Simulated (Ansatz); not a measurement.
# How well the gap of Cs2InAgCl6 (Fm-3m) can be computed

The study climbs from cheap functionals to G0W0 on Cs2InAgCl6 (Fm-3m) and then asks what each convergence step is worth.

Main program and level: Ansatz 0.2.0; density functionals, hybrids, G0W0, plane waves, PAW.

**The experiments to reproduce.**

- Gap 3.3 eV: optical gap from absorption onset near 380 nm, assigned as direct at Gamma; diffuse reflectance with Kubelka-Munk analysis; powder (“Cs2InAgCl6: A new lead-free halide double perovskite with direct band gap”, 2016, arxiv:1611.05426).

In doubt: one-shot GW on d or f shells is unsure (steps 6, 7), so the values of those runs are not to be relied on.

### 1. The starting structure

The structure is cubic, space group Fm-3m (No. 225). Conventional cell: a = 10.469 Å, b = 10.469 Å, c = 10.469 Å, α = 90.00°, β = 90.00°, γ = 90.00°. Cs has 12 Cl at 3.70 Å nearest. Nearest to In lie 6 Cl at 2.51 Å. Nearest to Ag lie 6 Cl at 2.72 Å. Cl has 1 In at 2.51 Å and 1 Ag at 2.72 Å and 4 Cs at 3.70 Å nearest. Farther neighbours and most contacts between anions are not listed.

The cell and positions come from the Crystallography Open Database and are kept as given unless a step says otherwise. Spin-orbit coupling is left out unless a step names it. The default PAW set here is soft_2. Its files were made with PBE.

### 2. LDA bands

Levels along a band path, at the cheap level, show where the edges lie and whether the meshes to come will hold them.

This step: DFT, LDA, plane waves, PAW.

The input, input.yaml:

```yaml
crystal:
  lattice:
    - [0.0, 5.2345, 5.2345]
    - [5.2345, 0.0, 5.2345]
    - [5.2345, 5.2345, 0.0]
  atoms:
    - { symbol: Cs, position: [0.25, 0.25, 0.25] }
    - { symbol: Cs, position: [0.75, 0.75, 0.75] }
    - { symbol: In, position: [0.0, 0.0, 0.0] }
    - { symbol: Ag, position: [0.5, 0.5, 0.5] }
    - { symbol: Cl, position: [0.76021, 0.23979, 0.23979] }
    - { symbol: Cl, position: [0.23979, 0.76021, 0.23979] }
    - { symbol: Cl, position: [0.23979, 0.76021, 0.76021] }
    - { symbol: Cl, position: [0.76021, 0.23979, 0.76021] }
    - { symbol: Cl, position: [0.23979, 0.23979, 0.76021] }
    - { symbol: Cl, position: [0.76021, 0.76021, 0.23979] }
kpoints:
  mp_grid: { grid: [4, 4, 4] }
  band_path:
    path:
      - [[0.0, 0.0, 0.0], [0.5, 0.0, 0.5], [0.625, 0.25, 0.625]]
      - [[0.375, 0.375, 0.75], [0.0, 0.0, 0.0], [0.5, 0.5, 0.5], [0.5, 0.25, 0.75], [0.5, 0.0, 0.5]]
    npoints: 10
hamiltonian:
  xc: lda
scf:
  occupations: { method: fermi_dirac, width: 0.02 }
  n_extra_bands: 7
output:
  eigenvalues: true
```

Launch:

```bash
$ ansatz run input.yaml --threads 16 --pin off --max-ram 82944MiB --backend cuda --events-out ev --progress --plain --runs-dir out --devices 1 --max-vram 78GiB
```

Numbers of over 12 decimals in the logs are rounded to 6 here.

Log:

```text
scf.n_extra_bands = 7 over 46 filled bands (N_el = 92.0): the run solves 53 bands
GPUs: using 1 of 1 available (devices: 1).
Engine: ansatz 0.2.0, aarch64-unknown-linux-gnu
Pseudopotentials: kind: paw
Pseudopotential: Cs, paw, valence charge 9, recommended cutoff 420 eV (normal), Cs.paw.azcp
Pseudopotential: In, paw, valence charge 13, recommended cutoff 420 eV (normal), In.paw.azcp
Pseudopotential: Ag, paw, valence charge 19, recommended cutoff 420 eV (normal), Ag.paw.azcp
Pseudopotential: Cl, paw, valence charge 7, recommended cutoff 420 eV (normal), Cl.paw.azcp
Functional definition: SPW92
  exchange = slater_x
  correlation = pw_c
device memory: the entry about to start is reckoned to put 14.0 GiB on a device that reports 102.4 GiB free (of which the cap on the GPU budget leaves the run 78.0 GiB)
GPU FFT provider: cuFFT
GPU libraries: cuBLAS 13.8.1, cuFFT 12.4.0, cuSOLVER 12.3.2
GPU matrix products: emulated (plane waves: as basis.precision tells), large ones in fixed point in workspaces of 1.00 GiB
Crystal: 10 atoms, lattice volume = 286.850 Å³
Basis set: ecut = 420 eV, 5601 PW (Γ)
Bands: 53, of which v1, the nominal top of the filled ones, is band 46 counted from 1 (45 counted from 0)
Symmetry: 48 space group operations
Space group: Fm-3m (ITA 225), of the structure as read, at distance tolerance 6.6e-5 Å
k-points: 8 of 64
Non-local potential: Cs, projectors of the file, l = 0: 3, l = 1: 2, l = 2: 2, l = 3: 2
Non-local potential: In, projectors of the file, l = 0: 2, l = 1: 2, l = 2: 2, l = 3: 2
Non-local potential: Ag, projectors of the file, l = 0: 3, l = 1: 2, l = 2: 2, l = 3: 1
Non-local potential: Cl, projectors of the file, l = 0: 2, l = 1: 2, l = 2: 2
PAW form: soft (Blöchl's): semilocal exchange-correlation on the pseudo side does not see the compensation charge
PAW frozen core: Cs, regenerated for the run's functional, and the local potential with it (the file was generated under x = pbe(κ = 0.804, μ = 0.219515), c = pbe(β = 0.066725))
PAW frozen core: In, regenerated for the run's functional, and the local potential with it (the file was generated under x = pbe(κ = 0.804, μ = 0.219515), c = pbe(β = 0.066725))
PAW frozen core: Ag, regenerated for the run's functional, and the local potential with it (the file was generated under x = pbe(κ = 0.804, μ = 0.219515), c = pbe(β = 0.066725))
PAW frozen core: Cl, regenerated for the run's functional, and the local potential with it (the file was generated under x = pbe(κ = 0.804, μ = 0.219515), c = pbe(β = 0.066725))
PAW one-centre angular grid: Cs, 194 points (default); XC on 64 Gauss nodes
PAW one-centre angular grid: In, 590 points (default); XC on 64 Gauss nodes
PAW one-centre angular grid: Ag, 590 points (default); XC on 64 Gauss nodes
PAW one-centre angular grid: Cl, 110 points (default); XC on 64 Gauss nodes
Initial density: superposition of atomic densities (neutral atoms: chi_scale 0, normalization atom), corrected by the library's trained network
Initial wavefunctions: pseudopotential atomic-orbital guess
GPU buffer pool allocated for 125000 grid points (all kernels)
GPU transforms: local potential and band sums: pruned to the plane-wave sphere, on 50×50×50
Functional: x = slater, c = lda
SCF iter   1: F=—  HF=-30203.356803 eV  |F-HF|=—  |Δ(HF+E_count)|=         —  Δρ=7.55e-3  dr2=1.61e-1  ethr=1.77e-3  ⟨swp⟩=10.5  Hψ=1932  notcnv=0
preconditioner: auto → Resta (q_TF=auto, 2.257 Å⁻¹)  ε∞=3.8  [insulator: Δε(μ)=0.764 eV  Ē_g=12.075 eV  σ=0.020 eV  W_gap=1.00  n_scr=58 (ndim 8)  ℏωp=20.1 eV  f_vac=0.035  D(μ)=0.00/eV (n_scr^D=0)  ε∞_Penn≈3.8]
SCF iter   2: F=—  HF=-30203.313262 eV  |F-HF|=—  |Δ(HF+E_count)|=   4.35e-2  Δρ=3.36e-3  dr2=2.64e-2  ethr=1.75e-4  ⟨swp⟩=2.2  Hψ=722  notcnv=0  defer=15
SCF iter   3: F=—  HF=-30203.306065 eV  |F-HF|=—  |Δ(HF+E_count)|=   7.20e-3  Δρ=1.18e-3  dr2=3.23e-3  ethr=2.87e-5  ⟨swp⟩=2.0  Hψ=782  notcnv=0  defer=16
SCF iter   4: F=—  HF=-30203.305458 eV  |F-HF|=—  |Δ(HF+E_count)|=   6.07e-4  Δρ=3.27e-4  dr2=2.94e-4  ethr=3.52e-6  ⟨swp⟩=2.0  Hψ=770  notcnv=0  defer=16
SCF iter   5: F=—  HF=-30203.305451 eV  |F-HF|=—  |Δ(HF+E_count)|=   7.34e-6  Δρ=6.83e-5  dr2=1.52e-5  ethr=3.19e-7  ⟨swp⟩=2.5  Hψ=632  notcnv=0  defer=16
SCF iter   6: F=—  HF=-30203.305526 eV  |F-HF|=—  |Δ(HF+E_count)|=   7.57e-5  Δρ=1.83e-5  dr2=1.37e-6  ethr=1.65e-8  ⟨swp⟩=2.9  Hψ=812  notcnv=0  defer=16
SCF iter   7: F=—  HF=-30203.305526 eV  |F-HF|=—  |Δ(HF+E_count)|=  3.31e-10  Δρ=5.61e-6  dr2=1.50e-7  ethr=1.49e-9  ⟨swp⟩=2.0  Hψ=738  notcnv=0  defer=16
SCF iter   8: F=-30203.305526 eV  HF=-30203.305526 eV  |F-HF|=2.35e-9  |Δ(HF+E_count)|=   1.12e-8  Δρ=1.49e-6  dr2=9.08e-9  ethr=1.09e-10  ⟨swp⟩=10.8  Hψ=1474  notcnv=0
SCF 1 converged in 8 iterations: F = -30203.305526 eV  dr2 = 9.08e-9
[...]
device memory: the entry about to start is reckoned to put 9.0 GiB on a device that reports 102.4 GiB free (of which the cap on the GPU budget leaves the run 78.0 GiB)
NSCF: frozen V_eff on 62 k-points, pencils in batches of 32, up to order 236
SCF converged after 8 iterations
Free energy (F): -30203.305526 eV
Harris-Foulkes:  -30203.305526 eV  (|F-HF|=2.35e-9)
Internal energy: -30203.305526 eV  (E = F + TS)
E sigma→0 (E₀):  -30203.305526 eV
Fermi energy:    4.339571 eV
--- Per-component energies (eV) ---
  E_band       = -695.638863
  E_kinetic    = 2022.627864
  E_local      = -7608.194290  (includes V_loc(G=0)·N_el)
  E_nonlocal   = 709.924442
  E_hartree    = 3127.995729
  E_xc         = -1374.287998
  E_vxc        = -1312.767185  (∫ρ·V_xc dr)
  E_paw        = -21350.320077  (= ΣΔE_a)
  E_vpaw       = -763.221774  (= ΣTr[D̂ρ^β])
  E_aug_tail   = 0.000893  (compensation charges beyond the density's cutoff)
  E_ewald      = -5733.745495
  E_core_change = 2.693407  (= ΣΔE_core)
  E_smearing   = -0.000000  (= −TS)
  E_closure    = -0.000000  (closes the sum)
  Σ components = -30203.305526   (vs F -30203.305526, Δ=0.00e0)
--- Band table (eV; the first three rows and the last of 8) ---
  k-point 0: bands = [... 42 lower, 2.9844, 2.9844, 3.8661, 3.8661, 4.7671, 8.7395, 8.8878, 8.8878, ... 3 higher]
  k-point 1: bands = [... 42 lower, 2.8175, 2.8900, 3.5598, 3.5598, 5.5510, 8.4966, 9.2608, 9.5409, ... 3 higher]
  k-point 2: bands = [... 42 lower, 2.7753, 2.7753, 3.3005, 3.3005, 6.6739, 7.4933, 9.9782, 10.2033, ... 3 higher]
  k-point 7: bands = [... 42 lower, 2.8379, 2.9072, 2.9992, 3.4143, 7.4790, 8.3680, 10.4412, 10.4412, ... 3 higher]
```

It took 2.5 s on 1 × NVIDIA GB200 (shared by 2 runs) with 16 threads of Arm Neoverse V2, shared host; peak memory 1.2 GiB.

This step gave:

| Quantity | Value |
| --- | --- |
| filled bands | 46 |
| gap | 0.9010 eV |
| valence top at | Γ |
| conduction bottom at | Γ |
| least direct gap | 0.9010 eV |

The gap is direct, at Γ.

Electronic bands along the path, in eV, zero at the top of the highest nominally filled band:

| point | band 43 | band 44 | band 45 | band 46 | band 47 | band 48 | band 49 | band 50 |
| --- | --- | --- | --- | --- | --- | --- | --- | --- |
| Γ | -0.88 | -0.88 | 0.00 | 0.00 | 0.90 | 4.87 | 5.02 | 5.02 |
| halfway | -1.02 | -0.89 | -0.88 | 0.00 | 2.02 | 5.29 | 5.54 | 5.58 |
| X | -0.95 | -0.95 | -0.90 | 0.00 | 3.47 | 5.44 | 6.25 | 6.27 |
| halfway | -0.96 | -0.96 | -0.93 | -0.08 | 3.50 | 5.04 | 6.31 | 6.43 |
| U | -1.02 | -0.99 | -0.97 | -0.28 | 3.52 | 4.47 | 6.42 | 6.74 |
| jump to K | -1.02 | -0.99 | -0.97 | -0.28 | 3.52 | 4.47 | 6.42 | 6.74 |
| halfway | -1.05 | -0.97 | -0.52 | -0.32 | 2.03 | 4.69 | 5.63 | 5.63 |
| Γ | -0.88 | -0.88 | 0.00 | 0.00 | 0.90 | 4.87 | 5.02 | 5.02 |
| halfway | -1.05 | -0.98 | -0.31 | -0.31 | 1.68 | 4.63 | 5.39 | 5.67 |
| L | -1.09 | -1.09 | -0.57 | -0.57 | 2.81 | 3.63 | 6.11 | 6.34 |
| halfway | -1.06 | -1.00 | -0.75 | -0.49 | 3.20 | 4.02 | 6.41 | 6.44 |
| W | -1.03 | -0.96 | -0.87 | -0.45 | 3.61 | 4.50 | 6.58 | 6.58 |
| halfway | -0.98 | -0.96 | -0.96 | -0.17 | 3.53 | 4.87 | 6.37 | 6.39 |
| X | -0.95 | -0.95 | -0.90 | 0.00 | 3.47 | 5.44 | 6.25 | 6.27 |

### 3. LDA+SOC

Spin-orbit coupling can split or shift the edges; a non-collinear run measures by how much.

This step: DFT, LDA with spin-orbit coupling, plane waves, PAW.

input.yaml, the sections that differ from step 2:

```yaml
kpoints:
  mp_grid: { grid: [4, 4, 4] }
  band_path:
    path:
      - [0.0, 0.0, 0.0]
      - [0.5, 0.0, 0.5]
      - [0.625, 0.25, 0.625]
      - [0.375, 0.375, 0.75]
      - [0.5, 0.5, 0.5]
      - [0.5, 0.25, 0.75]
    npoints: 1
scf:
  occupations: { method: fermi_dirac, width: 0.02 }
  n_extra_bands: 14
magnetization:
  noncollinear: true
  spin_orbit: true
# crystal, hamiltonian, output: as in step 2
```

Log:

```text
[...]
GPUs: using 1 of 1 available (devices: 1).
[...]
non-collinear run that drives no moment, with spin-orbit: no starting moment large enough to seed its density (crystal.atoms[].spin), no starting occupations that ask for one, no magnetisation constraint and no magnetic field, so the semilocal B_xc is pinned to zero
[...]
Crystal: 10 atoms, lattice volume = 286.850 Å³
Basis set: ecut = 420 eV, 5601 PW (Γ)
[...]
SCF iter   2: F=—  HF=-30217.087808 eV  |F-HF|=—  |Δ(HF+E_count)|=    1.90e0  Δρ=2.32e-2  dr2=3.11e0  dr2_m=0.00e0 (ungated)  ethr=3.10e-3  |M|=0.00e0 ∫|m|=0.00e0 μB  |m|>n=0.0e0 m-floor=0.0e0 τ_xc=0.0e0  β_m=0.51  ⟨swp⟩=3.0  Hψ=705  notcnv=0  defer=72
[...]
SCF 1 converged in 9 iterations: F = -30215.663428 eV  dr2 = 3.06e-8
[...]
SCF converged after 9 iterations
[...]
Fermi energy:    4.348949 eV
[...]
--- Band table (eV; the first three rows and the last of 8) ---
[...]
```

Elapsed: 4.7 s, on 1 × NVIDIA GB200 (shared by 2 runs) with 16 threads; peak memory 1.4 GiB.

This step gave:

| Property | Result |
| --- | --- |
| gap | 0.8850 eV |
| valence top at | Γ |
| conduction bottom at | Γ |
| least direct gap | 0.8850 eV |

The gap stands −0.02 eV against LDA.

### 4. HSE06

HSE06 mixes in a quarter of exact exchange at short range. Exchange couples all pairs of k points, which makes a full band path dear, so levels are read on the mesh and at chosen points.

This step: DFT, HSE06, plane waves, PAW.

Changes to input.yaml since step 3:

```diff
@@ -28,9 +28,6 @@
 hamiltonian:
-  xc: lda
+  xc: hse06
 scf:
-  occupations: { method: fermi_dirac, width: 0.02 }
-  n_extra_bands: 14
-magnetization:
-  noncollinear: true
-  spin_orbit: true
+  occupations: { method: fixed }
+  n_extra_bands: 7
 output:
```

Log:

```text
[...]
GPUs: using 1 of 1 available (devices: 1).
[...]
davidson cushion auto → on  (no smearing: the cushion is to keep the highest requested band from converging to the state above it; pin scf.eigensolver.cushion to override)
[...]
Crystal: 10 atoms, lattice volume = 286.850 Å³
Basis set: ecut = 420 eV, 5601 PW (Γ)
Bands: 53, of which v1, the nominal top of the filled ones, is band 46 counted from 1 (45 counted from 0)
[...]
Fermi energy:    3.229202 eV
[...]
--- Band table (eV; the first three rows and the last of 8) ---
  k-point 0: bands = [... 42 lower, 2.2449, 2.2449, 3.2292, 3.2292, 5.7978, 9.7967, 9.8785, 9.8785, ... 3 higher]
  k-point 1: bands = [... 42 lower, 2.0861, 2.1478, 2.9012, 2.9012, 6.5352, 9.5866, 10.3105, 10.4908, ... 3 higher]
  k-point 2: bands = [... 42 lower, 2.0684, 2.0684, 2.5965, 2.5965, 7.6378, 8.6571, 11.0136, 11.1483, ... 3 higher]
  k-point 7: bands = [... 42 lower, 2.0758, 2.1092, 2.3681, 2.7443, 8.4033, 9.5706, 11.4907, 11.4907, ... 3 higher]
[key lines of the parts left out:]
Free energy (F): -31042.585454 eV
```

The job ended after 17 s (1 × NVIDIA GB200 (shared by 2 runs) with 16 threads; peak memory 1.8 GiB; 2 min of CPU time).

This step gave:

```
gap                  : 2.569 eV
valence top at       : Γ
conduction bottom at : Γ
least direct gap     : 2.569 eV
```

The gap stands +1.67 eV against LDA.

### 5. HSE06+SOC

This step: DFT, HSE06 with spin-orbit coupling, plane waves, PAW.

Changes to input.yaml since step 4:

```diff
@@ -30,4 +30,7 @@
 scf:
-  occupations: { method: fixed }
-  n_extra_bands: 7
+  occupations: { method: fermi_dirac, width: 0.02 }
+  n_extra_bands: 14
+magnetization:
+  noncollinear: true
+  spin_orbit: true
 output:
```

Log:

```text
[...]
GPUs: using 1 of 1 available (devices: 1).
[...]
Crystal: 10 atoms, lattice volume = 286.850 Å³
Basis set: ecut = 420 eV, 5601 PW (Γ)
Bands: 106, of which v1, the nominal top of the filled ones, is band 92 counted from 1 (91 counted from 0)
Symmetry: 48 space group operations + 48 with time reversal
[...]
k-points: 8 of 64
Projection manifold: j_resolved (fully-relativistic pseudo-atomic orbitals)
[...]
E_nonlocal   = 685.097046
  E_hartree    = 3148.753359
  E_xc         = -1113.390921
  E_vxc        = -1051.297135  (∫ρ·V_xc dr)
  E_exx        = -237.350425  (= α·E_x^exact, valence–valence)
  E_paw        = -22211.218824  (= ΣΔE_a)
  E_vpaw       = -708.695588  (= ΣTr[D̂ρ^β])
  E_aug_tail   = 0.000890  (compensation charges beyond the density's cutoff)
  E_ewald      = -5733.745495
  E_core_change = -1.026766  (= ΣΔE_core)
  E_smearing   = -0.000000  (= −TS)
  E_closure    = 0.000000  (closes the sum)
  Σ components = -31035.929191   (vs F -31035.929191, Δ=0.00e0)
--- Band table (eV; the first three rows and the last of 8) ---
[...]
```

It took 62 s on 1 × NVIDIA GB200 (shared by 2 runs) with 16 threads; peak memory 4.3 GiB.

Numbers from this step:

* gap: 2.552 eV
* valence top at: Γ
* conduction bottom at: Γ
* least direct gap: 2.552 eV

The gap stands −0.02 eV against HSE06.

### 6. G0W0, 4×4×4 mesh, 751 empty bands, screening to 110 eV, hard PAW files

Now the one-shot GW correction: screening in the RPA, then the self-energy of the levels asked for. This step takes hard PAW files.

This step: G0W0 on LDA, plane waves, PAW.

Changes to input.yaml since step 5:

```diff
@@ -18,20 +18,12 @@
   mp_grid: { grid: [4, 4, 4] }
-  band_path:
-    path:
-      - [0.0, 0.0, 0.0]
-      - [0.5, 0.0, 0.5]
-      - [0.625, 0.25, 0.625]
-      - [0.375, 0.375, 0.75]
-      - [0.5, 0.5, 0.5]
-      - [0.5, 0.25, 0.75]
-    npoints: 1
 hamiltonian:
-  xc: hse06
+  xc: lda
+  pseudopotentials: { kind: paw, source: ansatz }
 scf:
-  occupations: { method: fermi_dirac, width: 0.02 }
-  n_extra_bands: 14
-magnetization:
-  noncollinear: true
-  spin_orbit: true
-output:
-  eigenvalues: true
+  occupations: { method: fixed }
+gw:
+  n_empty_bands: 751
+  ecut_chi: 110.0
+  qp_bands: [v3, c3]
+  qp_kpoints: band_edges
+  screening: { model: contour_deformation }
```

Log:

```text
GPUs: using 1 of 1 available (devices: 1).
[...]
Crystal: 10 atoms, lattice volume = 286.850 Å³
Basis set: ecut = 710 eV, 12339 PW (Γ)
Bands: 60, of which v1, the nominal top of the filled ones, is band 50 counted from 1 (49 counted from 0)
Symmetry: 48 space group operations
[...]
k-points: 8 of 64
[...]
1    48      3.2004   -21.0947     3.1235   -16.8463  0.7517     2.0426     2.0756  root
     1    49      3.8677   -28.1229     3.5518   -23.7975  0.7456     3.0785     3.0942  root
[...]
7    50      3.7223   -28.1884     3.6467   -23.7576  0.7423     2.9210     2.9383  root
     7    51      7.7884   -13.7270    -3.6757   -18.4393  0.7655     8.8432     8.8250  root
     7    52      8.6800    -9.9542    -4.4674   -15.4028  0.7692     9.6881     9.6612  root
     7    53     10.7516    -7.0811    -4.1716   -12.2740  0.8021    11.7931    11.7729  root
[key lines of the parts left out:]
SCF converged after 9 iterations
```

The job ended after 51 s (1 × NVIDIA GB200 (shared by 2 runs) with 16 threads; peak memory 4.3 GiB; 2.1 min of CPU time).

Numbers from this step:

```
bands summed                                 : 801
RPA ε∞ on this mesh (eigenvalues)            : 3.736, 3.736, 3.736
plane waves in the screening matrix          : 749
G0W0 gap on the mesh                         : 2.600 eV
k of the valence top                         : 0, 0, 0
k of the conduction bottom                   : 0, 0, 0
starting gap on the mesh                     : 0.9047 eV
least direct G0W0 gap on the computed points : 2.600 eV
```

The gap on the mesh goes from 0.90 eV to 2.60 eV, a correction of +1.69 eV. Between the two edge states, bare exchange in place of the xc potential would open the gap by 8.67 eV, and correlation takes back 6.97 eV.

### 7. G0W0, 4×4×4 mesh, 1573 empty bands, screening to 180 eV, hard PAW files

Bands and screening cutoff are moved together, since each hides the error of the other.

Changes to input.yaml since step 6:

```diff
@@ -24,4 +24,4 @@
 gw:
-  n_empty_bands: 751
-  ecut_chi: 110.0
+  n_empty_bands: 1573
+  ecut_chi: 180.0
   qp_bands: [v3, c3]
```

Log:

```text
GPUs: using 1 of 1 available (devices: 1).
[...]
Crystal: 10 atoms, lattice volume = 286.850 Å³
Basis set: ecut = 710 eV, 12339 PW (Γ)
Bands: 60, of which v1, the nominal top of the filled ones, is band 50 counted from 1 (49 counted from 0)
Symmetry: 48 space group operations
[...]
k-points: 8 of 64
[...]
1    48      3.2004   -21.0947     2.9199   -16.8463  0.7498     1.8233     1.8719  root
     1    49      3.8677   -28.1229     3.3658   -23.7975  0.7432     2.8833     2.9080  root
[...]
7    50      3.7223   -28.1884     3.4676   -23.7576  0.7400     2.7325     2.7591  root
     7    51      7.7884   -13.7270    -3.8823   -18.4393  0.7670     8.6320     8.6185  root
     7    52      8.6800    -9.9542    -4.6373   -15.4028  0.7677     9.5076     9.4913  root
     7    53     10.7516    -7.0811    -4.2927   -12.2740  0.8010    11.6672    11.6518  root
[key lines of the parts left out:]
SCF converged after 9 iterations
```

Wall time 2.4 min (1 × NVIDIA GB200 (shared by 2 runs) with 16 threads); peak memory 9.8 GiB.

Numbers from this step:

- bands summed: 1623
- RPA ε∞ on this mesh (eigenvalues): 3.731, 3.731, 3.731
- plane waves in the screening matrix: 1591
- G0W0 gap on the mesh: 2.637 eV
- k of the valence top: 0, 0, 0
- k of the conduction bottom: 0, 0, 0
- starting gap on the mesh: 0.9047 eV
- least direct G0W0 gap on the computed points: 2.637 eV

Against the run with 4×4×4 mesh, 751 empty bands, screening to 110 eV, hard PAW files, the gap moves by +0.04 eV.

(Part 1 of 2 ends here.)

[Paths, hosts, dates, memory and timing lines, banners, echoed tables and standing remarks are left out of the program output.]

[Logs are printed without paths, hosts, clocks, repeated set-up lines and the standing remarks that a program may print on its own settings, such as how far it seeks lower states.]

[Runs of the session that timed out or met a known fault of the program may be left out.]

[Cells called generated may have been cut or substituted from an entry of the Crystallography Open Database or the Materials Project.]

[Hosts, paths, dates, database ids (printed as entryN), source tags and the programs' standing remarks are cut or masked in the printed files.]
